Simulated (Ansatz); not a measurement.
# Ba on W(110): change of the work function, part 3 of 5

How does Ba on the longbridge site change the work function of W(110) as the layer fills?

Ansatz 0.2.0; plane-wave DFT, PBE, Ansatz PAW (the session's first sound run).

So far, work function, upper face (eV): step 2 (the clean slab) 4.84; step 3 (37 atoms, coverage 0.111 ML, cell 3x3) 2.12.

**4. The covered slab, k-mesh 6×6×1, coverage 0.25 ML**

System of this step: BaW16 (Ba/W(110)). The cell holds 17 atoms: 16 W and 1 Ba. Its edges and angles: a = 5.473 Å, b = 5.473 Å, c = 28.328 Å, α = 90.0°, β = 90.0°, γ = 70.5°. Vacuum lies along c.

Another coverage, to see how the dipoles act on each other as their distance changes.

Input file input.yaml:

```yaml
crystal:
  lattice:
    - [4.468914857, -3.16, 0.0]
    - [4.468914857, 3.16, 0.0]
    - [0.0, 0.0, 28.3284687442]
  atoms:
    - { symbol: W, position: [0.0, 0.0, 0.3177016055] }
    - { symbol: W, position: [0.25, 0.25, 0.3965783513] }
    - { symbol: W, position: [0.0, 0.0, 0.4767921915] }
    - { symbol: W, position: [0.25, 0.25, 0.5541761442] }
    - { symbol: W, position: [0.0, 0.5, 0.3177016055] }
    - { symbol: W, position: [0.25, 0.75, 0.3965783513] }
    - { symbol: W, position: [0.0, 0.5, 0.4767921915] }
    - { symbol: W, position: [0.25, 0.75, 0.5541761442] }
    - { symbol: W, position: [0.5, 0.0, 0.3177016055] }
    - { symbol: W, position: [0.75, 0.25, 0.3965783513] }
    - { symbol: W, position: [0.5, 0.0, 0.4767921915] }
    - { symbol: W, position: [0.75, 0.25, 0.5541761442] }
    - { symbol: W, position: [0.5, 0.5, 0.3177016055] }
    - { symbol: W, position: [0.75, 0.75, 0.3965783513] }
    - { symbol: W, position: [0.5, 0.5, 0.4767921915] }
    - { symbol: W, position: [0.75, 0.75, 0.5541761442] }
    - { symbol: Ba, position: [0.0, 0.0, 0.6822983945] }
kpoints:
  mp_grid: { grid: [6, 6, 1] }
hamiltonian:
  xc: pbe
scf:
  occupations: { method: fermi_dirac, width: 0.1 }
  convergence: { dr2_threshold: 1.0e-08 }
efield:
  axis: 3
  dipole_correction: true
  ramp_position: 0.97
  ramp_width: 0.06
relax:
  f_tol: 0.02
  max_steps: 60
  constraints: [{ sites: [0, 1, 4, 5, 8, 9, 12, 13] }]
output:
  bader: true
  dos: { projected: true, e_range: [-8, 4] }
  write_potential: true
  write_density: true
  volumetric_format: npy
  elf: true
```

Run with:

```console
ansatz run input.yaml --threads 4 --pin off --max-ram 12288MiB --backend cpu --events-out ev --progress --plain --runs-dir out
```

Numbers of over 12 decimals in the logs are rounded to 6 here.

What it wrote:

```text
[...]
Crystal: 17 atoms, lattice volume = 800.096 Å³
Basis set: ecut = 420 eV, 15639 PW (Γ), exchange–correlation on 80×80×384 points (8 copies of the dense FFT grid, shifted against one another)
Bands: 141, of which v1, the nominal top of the filled ones, is band 117 counted from 1 (116 counted from 0)
Symmetry: 4 space group operations
[...]
k-points: 13 of 36
[...]
SCF iter   1: F=—  HF=-172097.268750 eV  |F-HF|=—  |Δ(HF+E_count)|=         —  Δρ=1.25e-2  dr2=5.71e1  ethr=1.77e-3  p=0.625 e·Å  D=1.41e-1 V/Å  ΔV_dip=-4.01 eV  dr2_dipole=4.96e1  V_vac-E_F(+/−)=1.39/5.40 eV  ⟨swp⟩=15.5  Hψ=11629  notcnv=0
[...]
SCF iter  12: F=-172096.133800 eV  HF=-172096.133800 eV  |F-HF|=1.46e-10  |Δ(HF+E_count)|=   2.30e-8  Δρ=5.46e-7  dr2=9.00e-9  ethr=4.27e-12  p=0.351 e·Å  D=7.94e-2 V/Å  ΔV_dip=-2.25 eV  dr2_dipole=8.04e-10  V_vac-E_F(+/−)=2.64/4.89 eV  ⟨swp⟩=13.1  Hψ=14439  notcnv=0
SCF 1 converged in 12 iterations: F = -172096.133800 eV  dr2 = 9.00e-9
[...]
relax step   1: F+E_penalty+E_count = -172096.13379964 eV  Δ(F+E_penalty+E_count) = +0.000e0 eV  max|allowed force component| = 1.186e0 eV/Å  Δτ_max = 0.0000 Å  (12 SCF iters, accepted)
[...]
SCF iter  11: F=-172096.356754 eV  HF=-172096.356754 eV  |F-HF|=2.12e-9  |Δ(HF+E_count)|=   1.33e-8  Δρ=7.20e-7  dr2=9.61e-9  ethr=4.27e-12  p=0.368 e·Å  D=8.31e-2 V/Å  ΔV_dip=-2.36 eV  dr2_dipole=5.75e-10  V_vac-E_F(+/−)=2.54/4.90 eV  ⟨swp⟩=12.5  Hψ=14426  notcnv=0
SCF 2 converged in 11 iterations: F = -172096.356754 eV  dr2 = 9.61e-9
[...]
relax step   2: F+E_penalty+E_count = -172096.35675421 eV  Δ(F+E_penalty+E_count) = -2.230e-1 eV  max|allowed force component| = 1.198e0 eV/Å  Δτ_max = 0.1880 Å  (11 SCF iters, accepted)
SCF iter   1: F=—  HF=-172096.642695 eV  |F-HF|=—  |Δ(HF+E_count)|=         —  Δρ=2.88e-3  dr2=6.97e-1  ethr=8.38e-4  p=0.368 e·Å  D=8.31e-2 V/Å  ΔV_dip=-2.36 eV  dr2_dipole=3.60e-2  V_vac-E_F(+/−)=2.56/4.92 eV  ⟨swp⟩=6.5  Hψ=4833  notcnv=0
[...]
SCF iter  11: F=-172096.606549 eV  HF=-172096.606549 eV  |F-HF|=6.40e-10  |Δ(HF+E_count)|=   7.45e-9  Δρ=4.62e-7  dr2=6.12e-9  ethr=4.27e-12  p=0.392 e·Å  D=8.87e-2 V/Å  ΔV_dip=-2.51 eV  dr2_dipole=6.28e-13  V_vac-E_F(+/−)=2.39/4.90 eV  ⟨swp⟩=12.2  Hψ=14427  notcnv=0
SCF 3 converged in 11 iterations: F = -172096.606549 eV  dr2 = 6.12e-9
relax step   3: F+E_penalty+E_count = -172096.60654905 eV  Δ(F+E_penalty+E_count) = -2.498e-1 eV  max|allowed force component| = 1.027e0 eV/Å  Δτ_max = 0.1909 Å  (11 SCF iters, accepted)
[...]
relax step   4: F+E_penalty+E_count = -172096.78211939 eV  Δ(F+E_penalty+E_count) = -1.756e-1 eV  max|allowed force component| = 6.368e-1 eV/Å  Δτ_max = 0.1950 Å  (11 SCF iters, accepted)
[...]
relax step   5: F+E_penalty+E_count = -172096.84472945 eV  Δ(F+E_penalty+E_count) = -6.261e-2 eV  max|allowed force component| = 2.564e-1 eV/Å  Δτ_max = 0.1501 Å  (10 SCF iters, accepted)
[...]
relax step   6: F+E_penalty+E_count = -172096.85189211 eV  Δ(F+E_penalty+E_count) = -7.163e-3 eV  max|allowed force component| = 1.165e-1 eV/Å  Δτ_max = 0.0784 Å  (10 SCF iters, accepted)
[...]
relax step   7: F+E_penalty+E_count = -172096.85350641 eV  Δ(F+E_penalty+E_count) = -1.614e-3 eV  max|allowed force component| = 2.617e-2 eV/Å  Δτ_max = 0.0200 Å  (8 SCF iters, accepted)
SCF iter   1: F=—  HF=-172096.852844 eV  |F-HF|=—  |Δ(HF+E_count)|=         —  Δρ=1.01e-4  dr2=1.09e-4  ethr=3.26e-6  p=0.448 e·Å  D=1.01e-1 V/Å  ΔV_dip=-2.87 eV  dr2_dipole=3.56e-6  V_vac-E_F(+/−)=2.03/4.90 eV  ⟨swp⟩=2.0  Hψ=2505  notcnv=0
[...]
SCF iter   6: F=-172096.853584 eV  HF=-172096.853584 eV  |F-HF|=2.91e-10  |Δ(HF+E_count)|=   1.12e-8  Δρ=3.10e-7  dr2=1.99e-9  ethr=4.27e-12  p=0.448 e·Å  D=1.01e-1 V/Å  ΔV_dip=-2.87 eV  dr2_dipole=2.19e-10  V_vac-E_F(+/−)=2.03/4.90 eV  ⟨swp⟩=10.4  Hψ=12175  notcnv=0
SCF 8 converged in 6 iterations: F = -172096.853584 eV  dr2 = 1.99e-9
relax step   8: F+E_penalty+E_count = -172096.85358407 eV  Δ(F+E_penalty+E_count) = -7.765e-5 eV  max|allowed force component| = 1.617e-3 eV/Å  Δτ_max = 0.0020 Å  (6 SCF iters, accepted)
[...]
SCF converged after 6 iterations
Free energy (F): -172096.853584 eV
[...]
Internal energy: -172096.428837 eV  (E = F + TS)
E sigma→0 (E₀):  -172096.641211 eV
Entropy (-TS):   -0.424747 eV (-24.985 meV/atom)
Fermi energy:    5.610673 eV
Dipole field:    D = 0.101257 V/Å  (p = 0.447718 e·Å, saw-weighted, corrected)
Work function:   Φ+ = 2.0298 eV   Φ− = 4.8983 eV
[...]
--- Forces (eV/Å), atoms counted from 1 ---
  atom   1  W      0.00000000     0.00000000     0.38555872
  atom   2  W      0.00984197    -0.00000000    -0.30770775
  atom   3  W      0.00000000    -0.00000000    -0.00129941
  atom   4  W     -0.00075657    -0.00000000     0.00043364
  atom   5  W      0.00000000     0.00000000     0.33752285
  atom   6  W      0.00000000     0.04630312    -0.41698909
  atom   7  W      0.00000000    -0.00000000    -0.00036659
  atom   8  W      0.00000000    -0.00034692    -0.00010308
  atom   9  W      0.00000000     0.00000000     0.33752285
  atom  10  W      0.00000000    -0.04630312    -0.41698909
  atom  11  W      0.00000000     0.00000000    -0.00036659
  atom  12  W      0.00000000     0.00034692    -0.00010308
  atom  13  W      0.00000000     0.00000000     0.38838198
  atom  14  W     -0.00984197    -0.00000000    -0.30770775
  atom  15  W      0.00000000     0.00000000     0.00161720
  atom  16  W      0.00075657     0.00000000     0.00043364
  atom  17  Ba     0.00000000     0.00000000     0.00015503
  max |Σ_I F_I| component: 6.51e-6 eV/Å
--- Band table (eV; the first three rows and the last of 13) ---
  k-point 0: bands = [... 113 lower, 5.9540, 5.9552, 6.1485, 6.3102, 6.3116, 6.4928, 6.5774, 6.6556, ... 20 higher]
  k-point 1: bands = [... 113 lower, 5.5164, 5.7555, 5.8400, 5.8848, 6.0968, 6.4197, 6.4972, 6.7001, ... 20 higher]
  k-point 2: bands = [... 113 lower, 5.0577, 5.1351, 5.3316, 5.5657, 5.7689, 5.8546, 6.0681, 6.2679, ... 20 higher]
  k-point 12: bands = [... 113 lower, 4.8587, 4.8671, 4.8800, 5.0897, 5.1041, 5.2151, 5.2221, 5.6728, ... 20 higher]
--- Relaxed structure (8 steps of the walk, 8 accepted, 0 SCFs on fresh bases) ---
  F+E_penalty+E_count = -172096.85358407 eV   max|allowed force component| = 1.617e-3 eV/Å
  atoms:
    - { symbol: W, position: [0.0, 0.0, 0.3177016055] }
    - { symbol: W, position: [0.25, 0.25, 0.396578] }
    - { symbol: W, position: [0, 0, 0.476609] }
    - { symbol: W, position: [0.247312, 0.247312, 0.555382] }
    - { symbol: W, position: [2.7755575615628914e-17, 0.5, 0.3177016055] }
    - { symbol: W, position: [0.25, 0.75, 0.396578] }
    - { symbol: W, position: [2.7755575615628914e-17, 0.5, 0.476442] }
    - { symbol: W, position: [0.255146, 0.744854, 0.554131] }
    - { symbol: W, position: [0.5, 2.7755575615628914e-17, 0.3177016055] }
    - { symbol: W, position: [0.75, 0.25, 0.396578] }
    - { symbol: W, position: [0.5, 2.7755575615628914e-17, 0.476442] }
    - { symbol: W, position: [0.744854, 0.255146, 0.554131] }
    - { symbol: W, position: [0.5, 0.5, 0.3177016055] }
    - { symbol: W, position: [0.75, 0.75, 0.396578] }
    - { symbol: W, position: [0.5, 0.5, 0.476596] }
    - { symbol: W, position: [0.752688, 0.752688, 0.555382] }
    - { symbol: Ba, position: [6.864075276982428e-18, -6.864075276982428e-18, 0.654712] }
--- Bader charges: 17 sites ---
  site symbol  charge [e]  shift [e]
     0      W     -0.0529     0.0000
     1      W      0.0516     0.0000
     2      W      0.0487     0.0000
     3      W     -0.2303     0.0000
     4      W     -0.0577     0.0000
     5      W      0.0515     0.0000
     6      W      0.0467     0.0000
     7      W     -0.2815     0.0000
     8      W     -0.0576     0.0000
     9      W      0.0514     0.0000
    10      W      0.0467     0.0000
    11      W     -0.2815     0.0000
    12      W     -0.0578     0.0000
    13      W      0.0516     0.0000
    14      W      0.0522     0.0000
    15      W     -0.2302     0.0000
    16     Ba      0.8491     0.0000
  estimated error of the sums over rays = 9.9e-4 e
```

The job ended after 8.1 min (4 threads of Arm Neoverse V1, shared host; peak memory 3.1 GiB; 31 min of CPU time).

Relaxation path:

| step | energy less that of the first step (eV) | largest force component (eV/Å) |
| --- | --- | --- |
| 1 | 0.0000 | 1.1857 |
| 2 | -0.2230 | 1.1984 |
| 3 | -0.4727 | 1.0272 |
| 4 | -0.6483 | 0.6368 |
| 5 | -0.7109 | 0.2564 |
| 6 | -0.7181 | 0.1165 |
| 7 | -0.7197 | 0.0262 |
| 8 | -0.7198 | 0.0016 |

The run keeps the 4 symmetry operations that it works with, so distortions that break them were not tested.

The atoms that moved most (Å):

```csv
atom,dx,dy,dz,length
Ba17,0.000,0.000,-0.781,0.781
W16,0.024,0.000,0.034,0.042
W4,-0.024,0.000,0.034,0.042
W12,0.000,0.033,-0.001,0.033
W8,0.000,-0.033,-0.001,0.033
W7,0.000,0.000,-0.010,0.010
W11,0.000,0.000,-0.010,0.010
W15,0.000,0.000,-0.006,0.006
```

Numbers from this step:

* energy at zero smearing: -172096.6412 eV
* work function, upper face: 2.030 eV
* work function, lower face: 4.898 eV
* dipole along the normal: 0.4477 e·Å
* step between the vacuum levels: -2.868 eV

Running mean over 2.234 Å of the planar mean; the ramp of the sawtooth is left out. The electron's electrostatic potential energy less the Fermi level by z:

z (Å), electron's electrostatic potential energy less the Fermi level (eV) and a bar from the least value:
```
        4        4.9 ##############################
        5        4.9 ##############################
        6        4.8 ##############################
        7        3.3 ###########################
        8       -5.8 ############
        9      -12.2 #
       10      -12.6 
       11      -12.7 
       12      -12.5 
       13      -12.6 
       14      -12.7 
       15      -12.6 
       16      -11.5 ##
       17       -4.1 ###############
       18       -1.5 ###################
       19       -2.2 ##################
       20        0.0 ######################
       21        1.6 ########################
       22        1.9 #########################
       23        2.0 #########################
       24        2.0 #########################
       25        2.0 #########################
```

The density of states has structure finer than the step of the table below, so its rows give means over 0.5 eV, whole bins alone (the curve runs from -8 to 1.77 eV). Peaks (eV: height): -4.54: 28.0, -3.31: 31.2, -3.10: 43.2, -2.89: 29.1, -2.74: 31.3, -2.59: 27.1, -1.47: 27.5.

The density of states by energy, zero at the Fermi level; means over each step:

energy (eV), density of states (states/eV a cell) and a bar:
```
     -7.5        1.7 
     -7.0        2.2 #
     -6.5        2.2 #
     -6.0        6.1 ######
     -5.5       10.0 ############
     -5.0       11.5 ##############
     -4.5       17.9 #######################
     -4.0       11.3 #############
     -3.5       10.8 #############
     -3.0       23.3 ##############################
     -2.5       21.0 ###########################
     -2.0       21.6 ############################
     -1.5       21.4 ###########################
     -1.0       13.3 ################
     -0.5       13.0 ################
      0.0       13.5 ################
      0.5       14.0 #################
      1.0       19.0 ########################
      1.5       21.4 ###########################
```

Projected DOS per atom over height of the atomic layer and energy from the Fermi level. Layers: W4 W4 W4 W4 Ba from below.

Ten even steps from '_' (0.00 states/eV) to '@' (1.72 states/eV), each cell a mean:
```
**##**++..
**++++**..
**----++::
++::::++==
==::::++..
**::::==..
##::--**..
@@++++@@::
%%****@@::
##****%%__
##@@@@%%__
--####==__
--------__
==++++==__
==****==__
::++++::__
::====::__
..::::..__
__....____
__________
__________
__________
```
Columns: height of the atomic layer (Å) from 9 to 18.5 (not evenly spaced); rows upwards: energy from the Fermi level (eV) from -7.96 to 1.75.

ELF in the ca plane at fractional y = 0.000, with atoms of W and Ba within 0.2 Å of it. It is the smooth field of the valence electrons, not physical close to the nuclei.

Ten even steps from '0' (0.00) to '9' (0.86), each cell a mean:
```
47435434435746634444532693159841111110000000
76345434433676334434542599899731111110000000
43344444543343345444553269997421111110000000
43454444554444455445665223553110111100000000
43344444543343345444565310100000111100000000
76345434433676334434455421000001111000000000
47435434435746634444455432100111111000000000
16535445436615634544455432111111111000000000
77435434434777434434455431000011111000000000
54344434542464234434555410000001111100000000
33454444554333455444565211221100111100000000
33454444554333455445664237875311111110000000
64344434542464235444553389999621111110000000
77435434434777534444542696489841111110000000
16535445436615634444532781049852111110000000
```
Columns run along c (16.0 Å, from fractional 0.32 to 0.89 of the cell), rows up along a (5.5 Å). Atoms in or near the plane, at fractional coordinates: W at (0.48, 0.00), W at (0.48, 0.50), Ba at (0.65, 0.00).

Valence density in the ca plane at fractional y = 0.000, with atoms of W and Ba within 0.2 Å of it. It is the smooth field of the valence electrons, not physical close to the nuclei.

Ten steps, logarithmic in the rise over the least value, from '0' (0.0 e/Å³) to '9' (5.0 e/Å³), each cell a mean:
```
99744444457999854433333576566421000000000000
98544444445898644444333467765310000000000000
65444444444565444444433345554210000000000000
44444444444444444444432223322100000000000000
65444444444565444444332111110000000000000000
98544444446898644444322110000000000000000000
99754444457999854443322110000000000000000000
99754434458999854433322110000000000000000000
99644444446999754443322110000000000000000000
76544444445677544444332111000000000000000000
54444444444454444444432222211000000000000000
54444444444454444444432234443100000000000000
76544444445677544444333456665310000000000000
99644444447999754443333567676420000000000000
99754434458999854433333575466521000000000000
```
Columns run along c (16.0 Å, from fractional 0.32 to 0.89 of the cell), rows up along a (5.5 Å). Atoms in or near the plane, at fractional coordinates: W at (0.48, 0.00), W at (0.48, 0.50), Ba at (0.65, 0.00).

Electrostatic potential energy in the ca plane at fractional y = 0.000, with atoms of W and Ba within 0.2 Å of it. With pseudopotentials it is smooth inside the atoms' cores, unlike the true potential.

Ten even steps from '0' (-54 eV) to '9' (9 eV), each cell a mean:
```
00489999984000379999999632224799999999999999
23789999986323689999999853346899999999999999
67899889998767899999999976668999999999999999
88999888999888999989999998889999999999999999
67899889998767899989999999999999999999999999
13789999986313689999999999999999999999999999
00489999984000379999999999999999999999999999
00489999983000379999999999999999999999999999
01589999985101489999999999999999999999999999
46899989998545799999999999999999999999999999
88999889999888999989999999999999999999999999
88999889999888999989999987778999999999999999
45899989997545799999999864457899999999999999
01589999985101489999999742235799999999999999
00489999983000279999998632124799999999999999
```
Columns run along c (16.0 Å, from fractional 0.32 to 0.89 of the cell; values clipped at the 3rd and 97th percentile), rows up along a (5.5 Å). Atoms in or near the plane, at fractional coordinates: W at (0.48, 0.00), W at (0.48, 0.50), Ba at (0.65, 0.00).

The relaxation took 8 steps and lowered the energy by 0.72 eV; the largest force on the free atoms ends at 0.0016 eV/Å.

By hand: a sheet of dipoles makes a step −p/(ε₀A) in the electron's potential. With e/ε₀ = 180.95 V·Å, p = 0.4477 e·Å and A = 28.24 Å², that is −180.95 × (0.4477) / 28.24 = -2.868 eV, and the two vacuum levels of the run differ by -2.868 eV.

The covered face has 2.03 eV, -2.81 eV against the clean one; the bare back face has moved by -0.00 eV, a measure of how thin the slab is.

**5. Work function against coverage**

This step: plane-wave DFT, PBE, Ansatz PAW; work function against coverage (Ansatz 0.2.0).

The runs are now put side by side.

This step gave:

```yaml
work_function_of_the_clean_face: 4.845 eV
largest_change_of_the_work_function: -2.815 eV
```

The work function of the covered face by coverage:

| coverage (adsorbates/nm²) | work function of the covered face (eV) |
| --- | --- |
| 0.00 | 4.84 |
| 1.57 | 2.12 |
| 3.54 | 2.03 |

The dipole per adsorbate comes from the change of the cell's dipole. Coverage, by row:

| coverage (1/nm²) | coverage (ML) | work function (eV) | change (eV) | dipole per adsorbate, positive end outwards (debye) | mean height of the added atoms over the highest substrate atom (Å) |
| --- | --- | --- | --- | --- | --- |
| 1.573 | 0.1111 | 2.125 | -2.72 | 4.566 | 2.812 |
| 3.541 | 0.25 | 2.03 | -2.815 | 2.11 | 2.814 |

[end of part 3 of 5]

[Logs are printed without paths, hosts, clocks, repeated set-up lines and the standing remarks that a program may print on its own settings, such as how far it seeks lower states.]

[Hosts, paths, dates, database ids (printed as entryN), source tags and the programs' standing remarks are cut or masked in the printed files.]

[Maps of the electrostatic potential energy from Ansatz leave out the sawtooth potential of an applied field or a dipole correction, so their vacuum need not be flat; planar profiles and work functions include it.]
